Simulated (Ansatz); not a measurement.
# Glassy 65SiO2-10Al2O3-25Li2O (mol %) (128 atoms): where an added charge goes, part 4 of 4

Aim: add and remove one electron in glassy 65SiO2-10Al2O3-25Li2O (mol %) (128 atoms), with atoms held and relaxed, and read trapping energy and localisation.

Ansatz 0.2.0; Kohn-Sham DFT, PBE, PAW (set soft_2), plane waves.

The cell: 26 Si, 8 Al, 20 Li and 74 O. The quench rate of 100 K/ps is many orders above laboratory rates. The network of bonds at the start is that of the classical potential that made the cell. Only the Γ point is sampled, in a cell whose shortest periodic width is 12 Å.

So far. Step 11 (An extra hole, levels at the relaxed geometry): The distance from O75 to Li54 changes most, from 1.93 Å in the neutral cell to 2.03 Å.

## 11. An extra hole, levels at the relaxed geometry (continued)

Spin density in the ab plane at fractional z = 0.150, with atoms of Si and Al and Li and O within 0.2 Å of it.

Ten even steps from '_' (0.00 e/Å³) to '@' (0.23 e/Å³), each cell a mean:
```
________________________________________________________________
________________________________________________________________
________________________________________________________________
________________________________________________________________
________________________________________________________________
________________________________________________________________
________________________________________________________________
________________________________________________________________
__==++::________________________________________________________
..%%@@--________________________________________________________
__..::__________________________________________________________
________________________________________________________________
________________________________________________________________
________________________________________________________________
________________________________________________________________
________________________________________________________________
________________________________________________________________
________________________________________________________________
________________________________________________________________
________________________________________________________________
________________________________________________________________
________________________________________________________________
________________________________________________________________
________________________________________________________________
```
Columns run along a (11.5 Å), rows up along b (11.5 Å). Atoms in or near the plane, at fractional coordinates: Si at (0.53, 0.43), Si at (0.25, 0.95), Al at (0.90, 0.65), Li at (0.23, 0.30), Li at (0.42, 0.15), Li at (0.08, 0.79), O at (0.88, 0.03), O at (0.91, 0.81), O at (0.38, 0.99).

## 12. Neutral at the geometry of the hole

The neutral cell at the new geometry gives the energy of that geometry without the charge.

Input and log are left out; they have the form of those shown for this kind of step.

The job ended after 16 s (4 threads of Intel Xeon Platinum 8488C (Sapphire Rapids), shared host; peak memory 2.2 GiB).

Neutral at the geometry of the hole: the energy stands 0.291 eV above that of the reference.

## 13. Energies and spread of the extra charge

Energies are differences within one cell and functional; the shift is the gain plus the neutral cell's energy at the new geometry, that is how much cheaper the vertical process becomes there. The spread is the participation number of the site moments (1/Σw², over the spin inside atomic spheres), with the atom that holds the largest share and the spin that the spheres hold in all.

```tsv
carrier	charged less neutral, atoms held (eV)	gain on relaxing (eV)	neutral cell at that geometry, less the reference (eV)	shift of the vertical energy (eV)	spread, atoms held	spread, relaxed
electron	7.569	0.008	0.007	0.016	-	-
hole	-3.204	0.187	0.291	0.477	12; O81 16 % of 0.76 μB	6; O75 26 % of 0.78 μB
```

## 14. Outcome

The extra electron gains 0.0083 eV as the atoms relax: so small a gain shows no trapping at this level. The cell with the electron keeps a moment of only 0.00 μB where one unpaired electron should give 1 μB: the carrier is shared between both spins, which can hide trapping. The extra hole gains 0.19 eV as the atoms relax, and its spin goes from about 12 to 6 atoms: a partial localisation as the atoms move, with the largest share on O75. The O75–Li54 distance goes from 1.93 to 2.03 Å. The hole is shared among 2 partly filled levels, as near-degenerate levels under the smearing give, and as self-interaction favours. Adding the two vertical energies gives 4.36 eV, against a gap of 4.03 eV in the neutral cell. The zero of the potential cancels in this sum; the excess isn't taken apart here: charging of a small cell, filling of bands on a coarse mesh and the attraction to the background can all enter.

**Limits.** Single energies of charged cells hang on the program's zero of potential. In the spin-polarised runs the search for a state of lower energy was switched off. No distortion was seeded, so a trapped state behind a barrier can't be found. Local and semilocal functionals favour spread-out charges, so trapping can be missed. The pressure of 1.9 GPa says that the cell would expand at this level of theory. Charged cells carry a uniform background, with no correction for images.

The DFT runs together took 14 min of wall time.

[Logs are printed without paths, hosts, clocks, repeated set-up lines and the standing remarks that a program may print on its own settings, such as how far it seeks lower states.]

[Hosts, paths, dates, database ids (printed as entryN), source tags and the programs' standing remarks are cut or masked in the printed files.]
